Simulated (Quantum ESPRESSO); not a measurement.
# MgS (F-43m): phonon deformation potentials, worked out

How far does biaxial strain in the (001) plane shift the zone-centre optical mode of MgS (F-43m)?

Calculated with Quantum ESPRESSO 7.5; DFT LDA, scalar-relativistic, plane waves, JTH PAW pseudopotentials.

## Step 1: Set-up

Symmetry: F-43m, No. 216, cubic system. The conventional cell has a = 5.598 Å, b = 5.598 Å, c = 5.598 Å, α = 90.00°, β = 90.00°, γ = 90.00°. Nearest to Mg lie 4 S at 2.42 Å. Nearest to S lie 4 Mg at 2.42 Å. Farther neighbours and most contacts between anions are not listed.

This is the cell after its relaxation at this level of theory, not the database cell from which that began.

## Step 2: Uniaxial strain

The relaxed cell is stretched along z alone. This keeps all atoms on sites fixed by symmetry and splits the threefold mode into a singlet, polarised along z, and a doublet. The macroscopic field is left out, so these are transverse modes. Cutoff 60 Ry, k mesh 8×8×8.

From the response at ε_zz = 0.01:

The program printed:

```text
[banners, grids, parts of the stress and lines that vanish by symmetry left out]
Program PHONON v.7.5
     Reading xml data from directory:

[...]
Exchange-correlation= PW
                           (   1   4   0   0   0   0   0)
[...]
kinetic-energy cut-off    =      60.0000  Ry
     charge density cut-off    =     480.0000  Ry
     convergence threshold     =      1.0E-18
[...]
Exchange-correlation= PW
                           (   1   4   0   0   0   0   0)
[...]
q = (   0.0000000   0.0000000   0.0000000 )
      9 Sym.Ops. (with q -> -q+G )
     G cutoff =  687.2742  (  53033 G-vectors)     FFT grid: ( 54, 54, 54)
     G cutoff =  343.6371  (  18795 G-vectors)  smooth grid: ( 40, 40, 40)
     number of k points=    59
[...]
Mode symmetry, D_2d (-42m) point group:
[...]
Representation #   1 mode #   1
[...]
End of self-consistent calculation
     Convergence has been achieved
     Representation #   2 mode #   2
[...]
End of self-consistent calculation
     Convergence has been achieved
     Representation #   3 modes #   3   4
[...]
End of self-consistent calculation
     Convergence has been achieved
     Representation #   4 modes #   5   6
[...]
End of self-consistent calculation
     Convergence has been achieved
[...]
q = (    0.000000000   0.000000000   0.000000000 )
[...]
freq (    1) =      -0.040582 [THz] =      -1.353658 [cm-1]
     freq (    2) =       0.058882 [THz] =       1.964078 [cm-1]
     freq (    3) =       0.058882 [THz] =       1.964078 [cm-1]
     freq (    4) =      10.116670 [THz] =     337.455773 [cm-1]
     freq (    5) =      10.116670 [THz] =     337.455773 [cm-1]
     freq (    6) =      10.196985 [THz] =     340.134817 [cm-1]
[...]
Mode symmetry, D_2d (-42m) point group:
     freq (   1-   1) =         -1.4  [cm-1]   --> B_2  X_3  W_2   I+R
     freq (   2-   3) =          2.0  [cm-1]   --> E    X_5  W_3   I+R
     freq (   4-   5) =        337.5  [cm-1]   --> E    X_5  W_3   I+R
     freq (   6-   6) =        340.1  [cm-1]   --> B_2  X_3  W_2   I+R

   JOB DONE.
```

```csv
ε_zz,singlet (cm⁻¹),doublet (cm⁻¹),σ_zz (GPa),σ_xx (GPa)
-0.01,347.06,350.00,-0.714,-0.531
-0.005,345.40,346.83,-0.338,-0.244
0,343.69,343.69,0.035,0.035
0.005,341.94,340.56,0.408,0.306
0.01,340.13,337.46,0.778,0.568
```

Stress is counted positive in tension.

## Step 3: The fit

To first order ω² − ω₀² = p ε_zz + q (ε_xx + ε_yy) for the mode along z, and likewise for x and y. With ε_zz alone the singlet gives p and the doublet q.

The linear terms of parabolas through ω² are p = -2.02 ω₀² and q = -3.65 ω₀², with ω₀ = 343.7 cm⁻¹. Those of the stresses are C11 = 75 GPa and C12 = 55 GPa. Under hydrostatic strain p and q imply γ = −(p + 2q)/(6 ω₀²) = 1.55.

A layer held to an in-plane strain ε and free along z takes ε_zz = −2 (C12/C11) ε = -1.473 ε. To first order the singlet then shifts by (q − p C12/C11) ε / ω₀ = -744 ε cm⁻¹. For ε = 0.006, ε_zz = -0.00884, the formulas for ω² predict 339.20 cm⁻¹ for the singlet and 343.39 cm⁻¹ for the doublet.

## Step 4: A biaxially strained cell

This run was no part of the fit.

The program printed:

```text
[banners, grids, parts of the stress and lines that vanish by symmetry left out]
[banner, memory and clock lines left out]
Program PHONON v.7.5

[...]
Exchange-correlation= PW
                           (   1   4   0   0   0   0   0)
[...]
kinetic-energy cut-off    =      60.0000  Ry
     charge density cut-off    =     480.0000  Ry
     convergence threshold     =      1.0E-18
[...]
Exchange-correlation= PW
                           (   1   4   0   0   0   0   0)
[...]
q = (   0.0000000   0.0000000   0.0000000 )
      9 Sym.Ops. (with q -> -q+G )
     G cutoff =  678.5422  (  52729 G-vectors)     FFT grid: ( 54, 54, 54)
     G cutoff =  339.2711  (  18649 G-vectors)  smooth grid: ( 40, 40, 40)
     number of k points=    59
[...]
Mode symmetry, D_2d (-42m) point group:
[...]
Representation #   1 mode #   1
[...]
End of self-consistent calculation
     Convergence has been achieved
     Representation #   2 mode #   2
[...]
End of self-consistent calculation
     Convergence has been achieved
     Representation #   3 modes #   3   4
[...]
End of self-consistent calculation
     Convergence has been achieved
     Representation #   4 modes #   5   6
[...]
End of self-consistent calculation
     Convergence has been achieved
[...]
q = (    0.000000000   0.000000000   0.000000000 )
[...]
freq (    1) =       0.036382 [THz] =       1.213571 [cm-1]
     freq (    2) =       0.079102 [THz] =       2.638569 [cm-1]
     freq (    3) =       0.079102 [THz] =       2.638569 [cm-1]
     freq (    4) =      10.168568 [THz] =     339.186924 [cm-1]
     freq (    5) =      10.292337 [THz] =     343.315402 [cm-1]
     freq (    6) =      10.292337 [THz] =     343.315402 [cm-1]
[...]
Mode symmetry, D_2d (-42m) point group:
     freq (   1-   1) =          1.2  [cm-1]   --> B_2  X_3  W_2   I+R
     freq (   2-   3) =          2.6  [cm-1]   --> E    X_5  W_3   I+R
     freq (   4-   4) =        339.2  [cm-1]   --> B_2  X_3  W_2   I+R
     freq (   5-   6) =        343.3  [cm-1]   --> E    X_5  W_3   I+R
```

```csv
mode,predicted (cm⁻¹),run (cm⁻¹)
singlet,339.20,339.19
doublet,343.39,343.32
```

The stress along z is 0.044 GPa and that in the plane 0.324 GPa; the unstrained cell carries 0.035 GPa.

## Step 5: Outcome

| Property | Result |
| --- | --- |
| p (in units of the squared frequency) | -2.015 |
| q (same units) | -3.649 |
| shift of the singlet per unit of biaxial strain | -744 cm⁻¹ |
| C11 and C12 | 75 and 55 GPa |

**Reading.** To first order, one per cent of tensile biaxial strain moves the singlet of MgS (F-43m) by -7.4 cm⁻¹ and the doublet by -0.5 cm⁻¹; the formulas miss the test run by up to 0.07 cm⁻¹. In backscattering from (001) the mode polarised along z is the one seen in diamond and zinc-blende crystals; in a polar crystal it is the LO mode, whose potentials differ somewhat from these. The third potential, r, needs shear strain and a relaxation of the atoms, which was not run. These are harmonic values at zero temperature.

[Host names and launcher messages were left out of these logs when they were recorded.]

[Logs are printed without paths, hosts, clocks, repeated set-up lines and the standing remarks that a program may print on its own settings, such as how far it seeks lower states.]

[Hosts, paths, dates, database ids (printed as entryN), source tags and the programs' standing remarks are cut or masked in the printed files.]
